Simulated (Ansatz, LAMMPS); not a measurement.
**Squeezing and shearing glassy 69SiO2-19Al2O3-6SrO-6Li2O (mol %) (106 atoms)**

Aim: relax glassy 69SiO2-19Al2O3-6SrO-6Li2O (mol %) (106 atoms), then change its volume and shape to read moduli from the stress.

Calculated with Ansatz 0.2.0; Kohn-Sham DFT, PBE, PAW (set soft_2), plane waves.

## (1) The starting structure

The cell holds 106 atoms: 22 Si, 12 Al, 2 Sr, 4 Li and 66 O. Cell: a = 11.040 Å, b = 11.040 Å, c = 11.040 Å, α = 90.0°, β = 90.0°, γ = 90.0°. 106 atoms (22 Si, 12 Al, 2 Sr, 4 Li, 66 O) placed at random at 2.72 g/cm³, melted at 4000 K for 10 ps at fixed volume with the Morse and Coulomb pair potential with partial charges (Pedone, Malavasi, Menziani, Cormack and Segre, J. Phys. Chem. B 110, 11780 (2006)). Quenched from 4000 K to 300 K at 50 K/ps and fixed volume, held 5 ps.

What the set-up can't give: The quench rate of 50 K/ps far exceeds what a furnace or splat quench reaches, so expect more defects and frozen-in strain than in a real sample. The starting topology of bonds comes from the classical model, and needn't be the one that DFT or experiment would give. Sampling is at Γ alone.

## (2) Single point at the start

The forces at the start show how far the geometry lies from a minimum of this functional.

File input.yaml:

```yaml
crystal:
  lattice:
    - [11.0396, 0.0, 0.0]
    - [0.0, 11.0396, 0.0]
    - [0.0, 0.0, 11.0396]
  atoms:
    - { symbol: Si, position: [0.75704, 0.44225, 0.02002] }
    - { symbol: Si, position: [0.03673, 0.95852, 0.60122] }
    - { symbol: Si, position: [0.1407, 0.06301, 0.27371] }
    - { symbol: Si, position: [0.69401, 0.30319, 0.58621] }
    - { symbol: Si, position: [0.01144, 0.67515, 0.29725] }
    - { symbol: Si, position: [0.46463, 0.21833, 0.07035] }
    - { symbol: Si, position: [0.557, 0.90615, 0.44849] }
    - { symbol: Si, position: [0.30646, 0.29592, 0.76067] }
    - { symbol: Si, position: [0.24105, 0.38937, 0.12256] }
    - { symbol: Si, position: [0.36577, 0.05077, 0.89645] }
    - { symbol: Si, position: [0.06358, 0.24292, 0.62936] }
    - { symbol: Si, position: [0.5891, 0.5247, 0.21952] }
    - { symbol: Si, position: [0.15981, 0.5888, 0.5387] }
    - { symbol: Si, position: [0.43641, 0.22575, 0.52939] }
    - { symbol: Si, position: [0.96716, 0.84386, 0.8577] }
    - { symbol: Si, position: [0.22879, 0.53816, 0.89564] }
    - { symbol: Si, position: [0.77428, 0.62962, 0.81902] }
    - { symbol: Si, position: [0.99143, 0.41999, 0.17551] }
    - { symbol: Si, position: [0.53595, 0.90783, 0.72673] }
    - { symbol: Si, position: [0.63672, 0.5794, 0.60225] }
    - { symbol: Si, position: [0.55292, 0.79105, 0.09952] }
    - { symbol: Si, position: [0.65765, 0.23924, 0.86762] }
    - { symbol: Al, position: [0.33165, 0.5244, 0.34375] }
    - { symbol: Al, position: [0.72853, 0.67498, 0.38481] }
    - { symbol: Al, position: [0.39047, 0.73302, 0.56442] }
    - { symbol: Al, position: [0.72292, 0.95091, 0.92339] }
    - { symbol: Al, position: [0.91807, 0.22551, 0.3892] }
    - { symbol: Al, position: [0.32842, 0.81322, 0.25482] }
    - { symbol: Al, position: [0.20948, 0.32469, 0.39248] }
    - { symbol: Al, position: [0.62495, 0.1704, 0.32691] }
    - { symbol: Al, position: [0.99419, 0.4757, 0.76019] }
    - { symbol: Al, position: [0.11497, 0.8574, 0.10255] }
    - { symbol: Al, position: [0.29701, 0.96699, 0.47942] }
    - { symbol: Al, position: [0.31195, 0.78352, 0.95324] }
    - { symbol: Sr, position: [0.97207, 0.17444, 0.94741] }
    - { symbol: Sr, position: [0.85039, 0.93632, 0.31319] }
    - { symbol: Li, position: [0.9196, 0.64059, 0.57069] }
    - { symbol: Li, position: [0.49427, 0.03301, 0.20097] }
    - { symbol: Li, position: [0.78816, 0.8713, 0.63543] }
    - { symbol: Li, position: [0.23615, 0.83246, 0.7385] }
    - { symbol: O, position: [0.87317, 0.69291, 0.32447] }
    - { symbol: O, position: [0.67708, 0.24248, 0.72129] }
    - { symbol: O, position: [0.74878, 0.65199, 0.54131] }
    - { symbol: O, position: [0.99573, 0.32066, 0.73037] }
    - { symbol: O, position: [0.24614, 0.95817, 0.32378] }
    - { symbol: O, position: [0.67812, 0.54167, 0.333] }
    - { symbol: O, position: [0.86734, 0.741, 0.81314] }
    - { symbol: O, position: [0.88031, 0.42355, 0.08173] }
    - { symbol: O, position: [0.77548, 0.15976, 0.33203] }
    - { symbol: O, position: [0.74942, 0.58218, 0.95825] }
    - { symbol: O, position: [0.65032, 0.81819, 0.39574] }
    - { symbol: O, position: [0.20278, 0.18712, 0.30038] }
    - { symbol: O, position: [0.02758, 0.55238, 0.21572] }
    - { symbol: O, position: [0.34622, 0.30061, 0.08814] }
    - { symbol: O, position: [0.42292, 0.85658, 0.46182] }
    - { symbol: O, position: [0.58547, 0.23996, 0.49169] }
    - { symbol: O, position: [0.35927, 0.29562, 0.43885] }
    - { symbol: O, position: [0.57283, 0.02632, 0.36548] }
    - { symbol: O, position: [0.95465, 0.33949, 0.2868] }
    - { symbol: O, position: [0.10018, 0.34553, 0.09434] }
    - { symbol: O, position: [0.92611, 0.89995, 0.53602] }
    - { symbol: O, position: [0.85574, 0.5253, 0.75706] }
    - { symbol: O, position: [0.05607, 0.81003, 0.9635] }
    - { symbol: O, position: [0.0377, 0.89466, 0.73753] }
    - { symbol: O, position: [0.01294, 0.08282, 0.34441] }
    - { symbol: O, position: [0.28793, 0.42676, 0.81027] }
    - { symbol: O, position: [0.22716, 0.42551, 0.26191] }
    - { symbol: O, position: [0.06755, 0.54082, 0.63197] }
    - { symbol: O, position: [0.88682, 0.95053, 0.91372] }
    - { symbol: O, position: [0.38524, 0.09011, 0.52729] }
    - { symbol: O, position: [0.08191, 0.65404, 0.42237] }
    - { symbol: O, position: [0.31783, 0.67943, 0.33148] }
    - { symbol: O, position: [0.64707, 0.61355, 0.74819] }
    - { symbol: O, position: [0.19589, 0.25282, 0.68579] }
    - { symbol: O, position: [0.53217, 0.25718, 0.94384] }
    - { symbol: O, position: [0.47061, 0.85293, 0.21029] }
    - { symbol: O, position: [0.16635, 0.94618, 0.54327] }
    - { symbol: O, position: [0.7391, 0.33864, 0.92487] }
    [... 22 atom lines left out ...]
    - { symbol: O, position: [0.27567, 0.50348, 0.03463] }
    - { symbol: O, position: [0.25354, 0.67284, 0.86993] }
    - { symbol: O, position: [0.66324, 0.87571, 0.05799] }
    - { symbol: O, position: [0.04362, 0.78805, 0.22368] }
    - { symbol: O, position: [0.46108, 0.49147, 0.27369] }
    - { symbol: O, position: [0.02335, 0.10472, 0.62842] }
kpoints:
  mp_grid: { grid: [1, 1, 1] }
hamiltonian:
  xc: pbe
scf:
  occupations: { method: gaussian, width: 0.025 }
output:
  forces: true
```

The run is started by

```sh
ansatz run input.yaml --threads 4 --pin off --max-ram 8192MiB --backend cpu --events-out ev --progress --plain --runs-dir out
```

Numbers of over 12 decimals in the logs are rounded to 6 here.

Log:

```text
[...]
Pseudopotentials: kind: paw
Pseudopotential: Si, paw, valence charge 4, recommended cutoff 420 eV (normal), Si.paw.azcp
Pseudopotential: Al, paw, valence charge 3, recommended cutoff 420 eV (normal), Al.paw.azcp
Pseudopotential: Sr, paw, valence charge 10, recommended cutoff 420 eV (normal), Sr.paw.azcp
Pseudopotential: Li, paw, valence charge 3, recommended cutoff 420 eV (normal), Li.paw.azcp
Pseudopotential: O, paw, valence charge 6, recommended cutoff 420 eV (normal), O.paw.azcp
[...]
Crystal: 106 atoms, lattice volume = 1345.427 Å³
Basis set: ecut = 420 eV, 26193 PW (Γ), exchange–correlation on 150×150×150 points (8 copies of the dense FFT grid, shifted against one another)
Bands: 382, of which v1, the nominal top of the filled ones, is band 276 counted from 1 (275 counted from 0)
Symmetry: 1 space group operations
Space group: P1 (ITA 1), of the structure as read, at distance tolerance 1.1e-4 Å
k-points: 1
[...]
Initial density: superposition of atomic densities (neutral atoms: chi_scale 0, normalization atom), corrected by the library's trained network
Initial wavefunctions: pseudopotential atomic-orbital guess
[...]
SCF iter   1: F=—  HF=-65914.973006 eV  |F-HF|=—  |Δ(HF+E_count)|=         —  Δρ=2.12e-3  dr2=6.53e-2  ethr=1.77e-3  ⟨swp⟩=7.0  Hψ=1878  notcnv=0  defer=59
preconditioner: auto → Resta (q_TF=auto, 2.352 Å⁻¹)  ε∞=3.2  [insulator: Δε(μ)=3.790 eV  Ē_g=15.959 eV  σ=0.025 eV  W_gap=1.00  n_scr=304 (ndim 8)  ℏωp=23.5 eV  f_vac=0.121  D(μ)=0.00/eV (n_scr^D=0)  ε∞_Penn≈3.2]
SCF iter   2: F=—  HF=-65914.994974 eV  |F-HF|=—  |Δ(HF+E_count)|=   2.20e-2  Δρ=1.16e-3  dr2=1.58e-2  ethr=1.18e-5  ⟨swp⟩=2.0  Hψ=654  notcnv=0  defer=97
SCF iter   3: F=—  HF=-65914.998623 eV  |F-HF|=—  |Δ(HF+E_count)|=   3.65e-3  Δρ=4.85e-4  dr2=4.37e-3  ethr=2.85e-6  ⟨swp⟩=2.0  Hψ=493  notcnv=0  defer=35
automatic band count: iteration 3 solves 320 bands in place of 382: the levels show a gap, and the empty bands left out lie too high to hold charge; the band table lists the bands solved (type scf.n_extra_bands for more)
SCF iter   4: F=—  HF=-65914.999453 eV  |F-HF|=—  |Δ(HF+E_count)|=   8.29e-4  Δρ=1.30e-4  dr2=2.73e-4  ethr=7.91e-7  ⟨swp⟩=2.0  Hψ=497  notcnv=0  defer=35
SCF iter   5: F=—  HF=-65914.999500 eV  |F-HF|=—  |Δ(HF+E_count)|=   4.69e-5  Δρ=7.28e-5  dr2=6.79e-5  ethr=4.94e-8  ⟨swp⟩=2.0  Hψ=534  notcnv=0  defer=35
SCF iter   6: F=—  HF=-65914.996588 eV  |F-HF|=—  |Δ(HF+E_count)|=   2.91e-3  Δρ=3.88e-5  dr2=1.70e-5  ethr=1.23e-8  ⟨swp⟩=2.0  Hψ=596  notcnv=0  defer=35
SCF iter   7: F=—  HF=-65914.996589 eV  |F-HF|=—  |Δ(HF+E_count)|=   1.02e-6  Δρ=9.49e-6  dr2=1.26e-6  ethr=3.08e-9  ⟨swp⟩=2.0  Hψ=555  notcnv=0  defer=35
SCF iter   8: F=—  HF=-65914.996591 eV  |F-HF|=—  |Δ(HF+E_count)|=   1.12e-6  Δρ=7.59e-6  dr2=6.24e-7  ethr=2.28e-10  ⟨swp⟩=2.0  Hψ=554  notcnv=0  defer=35
SCF iter   9: F=-65914.996591 eV  HF=-65914.996591 eV  |F-HF|=2.17e-8  |Δ(HF+E_count)|=   3.60e-8  Δρ=1.34e-6  dr2=2.77e-8  ethr=1.81e-11  ⟨swp⟩=3.0  Hψ=1214  notcnv=0
SCF 1 converged in 9 iterations: F = -65914.996591 eV  dr2 = 2.77e-8
[...]
SCF converged after 9 iterations
Free energy (F): -65914.996591 eV
Harris-Foulkes:  -65914.996591 eV  (|F-HF|=2.17e-8)
Internal energy: -65914.996591 eV  (E = F + TS)
E sigma→0 (E₀):  -65914.996591 eV
Fermi energy:    5.660003 eV
--- Per-component energies (eV) ---
[...]
Σ components = -65914.996591   (vs F -65914.996591, Δ=0.00e0)
--- Forces (eV/Å), atoms counted from 1 ---
  atom   1  Si    -2.12872219     4.50317507    -0.71828411
  atom   2  Si    -0.66900688     1.21673487     0.81457789
  atom   3  Si     0.69529123     0.89473042     3.21582836
  atom   4  Si     1.69909571    -1.97493499    -0.81756700
[...]
atom 106  O     -1.17244950    -1.09370698     0.57416285
  max |Σ_I F_I| component: 1.48e-4 eV/Å
```

Wall time 15 s (4 threads of Arm Neoverse V1, shared host); peak memory 1.7 GiB.

The r.m.s. force at the start is 1.3 eV/Å.

## (3) Cell and atoms relaxed

Cell and atoms are freed together, to release stress as well as forces.

File input.yaml:

```yaml
crystal:
  lattice:
    - [11.0396, 0.0, 0.0]
    - [0.0, 11.0396, 0.0]
    - [0.0, 0.0, 11.0396]
  atoms:
    [... the 106 atom lines of step 2 ...]
kpoints:
  mp_grid: { grid: [1, 1, 1] }
hamiltonian:
  xc: pbe
scf:
  occupations: { method: gaussian, width: 0.025 }
output:
  forces: true
relax:
  f_tol: 0.05
  max_steps: 150
  cell: {}
```

Log:

```text
[...]
Crystal: 106 atoms, lattice volume = 1345.427 Å³
Basis set: ecut = 420 eV, 26193 PW (Γ), exchange–correlation on 150×150×150 points (8 copies of the dense FFT grid, shifted against one another)
Bands: 382, of which v1, the nominal top of the filled ones, is band 276 counted from 1 (275 counted from 0)
Symmetry: 1 space group operations
[...]
k-points: 1
[...]
SCF iter   1: F=—  HF=-65914.973005 eV  |F-HF|=—  |Δ(HF+E_count)|=         —  Δρ=2.12e-3  dr2=6.53e-2  ethr=1.77e-3  ⟨swp⟩=7.0  Hψ=1878  notcnv=0  defer=59
[...]
SCF iter   9: F=-65914.996591 eV  HF=-65914.996591 eV  |F-HF|=2.15e-8  |Δ(HF+E_count)|=   3.49e-8  Δρ=1.34e-6  dr2=2.75e-8  ethr=1.81e-11  ⟨swp⟩=2.0  Hψ=1213  notcnv=0
SCF 1 converged in 9 iterations: F = -65914.996591 eV  dr2 = 2.75e-8
[...]
relax step   1: F+E_penalty+E_count = -65914.99659056 eV  Δ(F+E_penalty+E_count) = +0.000e0 eV  max|allowed force component| = 4.503e0 eV/Å  Δτ_max = 0.0000 Å  P = +7.333 GPa  Ω = 1345.427 Å³  (9 SCF iters, dr2 threshold 1.00e-7 eV, accepted)
[... from here on, the SCF cycles and remarks between the steps are left out ...]
relax step   2: F+E_penalty+E_count = -65919.47972313 eV  Δ(F+E_penalty+E_count) = -4.483e0 eV  max|allowed force component| = 3.064e0 eV/Å  Δτ_max = 0.1957 Å  P = +3.759 GPa  Ω = 1362.629 Å³  energy of the carried Pulay correction = -6.325e-2 eV  (7 SCF iters, dr2 threshold 1.06e-5 eV, accepted)
relax step   3: F+E_penalty+E_count = -65922.64453250 eV  Δ(F+E_penalty+E_count) = -3.165e0 eV  max|allowed force component| = 1.074e0 eV/Å  Δτ_max = 0.1944 Å  P = -0.336 GPa  Ω = 1379.524 Å³  energy of the carried Pulay correction = -1.246e-1 eV  (8 SCF iters, dr2 threshold 1.06e-5 eV, accepted)
relax step   4: F+E_penalty+E_count = -65923.20257542 eV  Δ(F+E_penalty+E_count) = -5.580e-1 eV  max|allowed force component| = 6.975e-1 eV/Å  Δτ_max = 0.1949 Å  P = -0.333 GPa  Ω = 1374.046 Å³  energy of the carried Pulay correction = -1.048e-1 eV  (7 SCF iters, dr2 threshold 1.06e-5 eV, accepted)
relax step   5: F+E_penalty+E_count = -65923.61297998 eV  Δ(F+E_penalty+E_count) = -4.104e-1 eV  max|allowed force component| = 3.467e-1 eV/Å  Δτ_max = 0.2000 Å  P = -0.144 GPa  Ω = 1371.539 Å³  energy of the carried Pulay correction = -9.571e-2 eV  (7 SCF iters, dr2 threshold 1.06e-5 eV, accepted)
relax step   6: F+E_penalty+E_count = -65923.73292381 eV  Δ(F+E_penalty+E_count) = -1.199e-1 eV  max|allowed force component| = 3.064e-1 eV/Å  Δτ_max = 0.1006 Å  P = -0.042 GPa  Ω = 1371.452 Å³  energy of the carried Pulay correction = -9.539e-2 eV  (7 SCF iters, dr2 threshold 7.51e-6 eV, accepted)
relax step   7: F+E_penalty+E_count = -65923.80589670 eV  Δ(F+E_penalty+E_count) = -7.297e-2 eV  max|allowed force component| = 2.484e-1 eV/Å  Δτ_max = 0.0614 Å  P = +0.132 GPa  Ω = 1370.799 Å³  energy of the carried Pulay correction = -9.302e-2 eV  (7 SCF iters, dr2 threshold 5.87e-6 eV, accepted)
relax step   8: F+E_penalty+E_count = -65923.87314237 eV  Δ(F+E_penalty+E_count) = -6.725e-2 eV  max|allowed force component| = 2.186e-1 eV/Å  Δτ_max = 0.0796 Å  P = +0.096 GPa  Ω = 1371.514 Å³  energy of the carried Pulay correction = -9.561e-2 eV  (7 SCF iters, dr2 threshold 3.86e-6 eV, accepted)
relax step   9: F+E_penalty+E_count = -65923.91424906 eV  Δ(F+E_penalty+E_count) = -4.111e-2 eV  max|allowed force component| = 1.648e-1 eV/Å  Δτ_max = 0.1011 Å  P = -0.064 GPa  Ω = 1371.974 Å³  energy of the carried Pulay correction = -9.728e-2 eV  (7 SCF iters, dr2 threshold 2.99e-6 eV, accepted)
relax step  10: F+E_penalty+E_count = -65923.95115580 eV  Δ(F+E_penalty+E_count) = -3.691e-2 eV  max|allowed force component| = 2.309e-1 eV/Å  Δτ_max = 0.2000 Å  P = +0.186 GPa  Ω = 1365.506 Å³  energy of the carried Pulay correction = -7.376e-2 eV  (8 SCF iters, dr2 threshold 1.70e-6 eV, accepted)
relax step  11: F+E_penalty+E_count = -65923.97504929 eV  Δ(F+E_penalty+E_count) = -2.389e-2 eV  max|allowed force component| = 7.272e-2 eV/Å  Δτ_max = 0.0749 Å  P = -0.012 GPa  Ω = 1369.747 Å³  energy of the carried Pulay correction = -8.919e-2 eV  (7 SCF iters, dr2 threshold 3.33e-6 eV, accepted)
relax step  12: F+E_penalty+E_count = -65923.97831167 eV  Δ(F+E_penalty+E_count) = -3.262e-3 eV  max|allowed force component| = 6.589e-2 eV/Å  Δτ_max = 0.0294 Å  P = -0.003 GPa  Ω = 1369.706 Å³  energy of the carried Pulay correction = -8.905e-2 eV  (7 SCF iters, dr2 threshold 3.30e-7 eV, accepted)
relax step  13: F+E_penalty+E_count = -65923.98182961 eV  Δ(F+E_penalty+E_count) = -3.518e-3 eV  max|allowed force component| = 2.760e-2 eV/Å  Δτ_max = 0.0162 Å  P = -0.003 GPa  Ω = 1369.435 Å³  energy of the carried Pulay correction = -8.806e-2 eV  (6 SCF iters, dr2 threshold 2.71e-7 eV, accepted)
relax step  14: F+E_penalty+E_count = -65924.15635263 eV  Δ(F+E_penalty+E_count) = -1.745e-1 eV  max|allowed force component| = 2.813e-2 eV/Å  Δτ_max = 0.0000 Å  P = +0.185 GPa  Ω = 1369.435 Å³  stress off target by 4.48e-1 GPa  SCF on the basis re-selected at this cell (its energy is not comparable with the rows above)  (7 SCF iters)
relax step  15: F+E_penalty+E_count = -65924.15012970 eV  Δ(F+E_penalty+E_count) = +6.223e-3 eV  max|allowed force component| = 3.104e-2 eV/Å  Δτ_max = 0.0132 Å  P = -0.085 GPa  Ω = 1373.335 Å³  energy of the carried Pulay correction = -1.377e-2 eV  (7 SCF iters, dr2 threshold 5.02e-7 eV, accepted)
relax step  16: F+E_penalty+E_count = -65924.15209742 eV  Δ(F+E_penalty+E_count) = -1.968e-3 eV  max|allowed force component| = 2.637e-2 eV/Å  Δτ_max = 0.0075 Å  P = -0.033 GPa  Ω = 1373.343 Å³  energy of the carried Pulay correction = -1.380e-2 eV  (7 SCF iters, dr2 threshold 2.66e-8 eV, accepted)
relax step  17: F+E_penalty+E_count = -65924.14869694 eV  Δ(F+E_penalty+E_count) = +3.400e-3 eV  max|allowed force component| = 4.468e-2 eV/Å  Δτ_max = 0.0324 Å  P = -0.009 GPa  Ω = 1374.291 Å³  energy of the carried Pulay correction = -1.719e-2 eV  (9 SCF iters, dr2 threshold 7.89e-9 eV, accepted)
relax step  18: F+E_penalty+E_count = -65924.16704523 eV  Δ(F+E_penalty+E_count) = -1.835e-2 eV  max|allowed force component| = 4.481e-2 eV/Å  Δτ_max = 0.0000 Å  P = -0.002 GPa  Ω = 1374.291 Å³  stress off target by 2.41e-2 GPa  SCF on the basis re-selected at this cell (its energy is not comparable with the rows above)  (6 SCF iters)
[...]
SCF converged after 6 iterations
Free energy (F): -65924.167045 eV
[...]
Internal energy: -65924.167045 eV  (E = F + TS)
E sigma→0 (E₀):  -65924.167045 eV
Fermi energy:    5.406080 eV
[...]
--- Forces (eV/Å), atoms counted from 1 ---
  atom   1  Si     0.01846520     0.00007197     0.00812752
  atom   2  Si     0.01404362     0.00112279    -0.02142765
  atom   3  Si     0.01240684     0.01806147     0.01198906
  atom   4  Si    -0.00634497     0.00315438    -0.00979954
  atom   5  Si     0.01965263     0.01712748     0.00739466
  atom   6  Si    -0.01106053    -0.00300621     0.00356247
  atom   7  Si    -0.00370815     0.00234399     0.01640068
  atom   8  Si    -0.00957501    -0.01120616    -0.00922773
  atom   9  Si    -0.01304560    -0.01212293    -0.00755244
  atom  10  Si     0.03540453    -0.00337728     0.00030641
  atom  11  Si     0.02071179     0.00288931    -0.03153643
  atom  12  Si    -0.00585907     0.00380350    -0.00504268
  atom  13  Si     0.04480621    -0.01958759    -0.00659544
  atom  14  Si    -0.02505730    -0.00683839    -0.02375005
[...]
atom 105  O      0.00839677     0.00011172     0.00435413
  atom 106  O     -0.00145114     0.00818763     0.01396743
  max |Σ_I F_I| component: 7.58e-5 eV/Å
--- Stress (GPa, compression-positive) ---
        0.006858       0.002452       0.012412
        0.002451       0.001181      -0.010919
        0.012421      -0.010920      -0.013403
  P = ⅓ Tr σ = -0.0018 GPa (-0.018 kbar)
--- Relaxed structure (16 steps of the walk, 16 accepted, 2 SCFs on fresh bases) ---
  F+E_penalty+E_count = -65924.16704523 eV   max|allowed force component| = 4.481e-2 eV/Å   (the final SCF, on the basis selected at the relaxed cell)
  cell:  # Å, volume = 1374.2909 Å³
    - [11.214547, -0.070205, 0.246955]
    - [-0.070205, 11.107957, -0.117680]
    - [0.246955, -0.117680, 11.039305]
  atoms:
    - { symbol: Si, position: [0.765039, 0.445850, 0.020355] }
    - { symbol: Si, position: [0.033030, 0.956401, 0.622920] }
    - { symbol: Si, position: [0.133827, 0.064913, 0.277603] }
    - { symbol: Si, position: [0.690040, 0.292969, 0.584515] }
[...]
- { symbol: O, position: [0.017093, 0.101179, 0.663099] }
```

The job ended after 4.3 min (4 threads; peak memory 1.8 GiB).

The relaxation converged after 16 steps, with a largest force component of 0.045 eV/Å.

(Part 1 of 3 ends here.)

[Logs are printed without paths, hosts, clocks, repeated set-up lines and the standing remarks that a program may print on its own settings, such as how far it seeks lower states.]

[Hosts, paths, dates, database ids (printed as entryN), source tags and the programs' standing remarks are cut or masked in the printed files.]
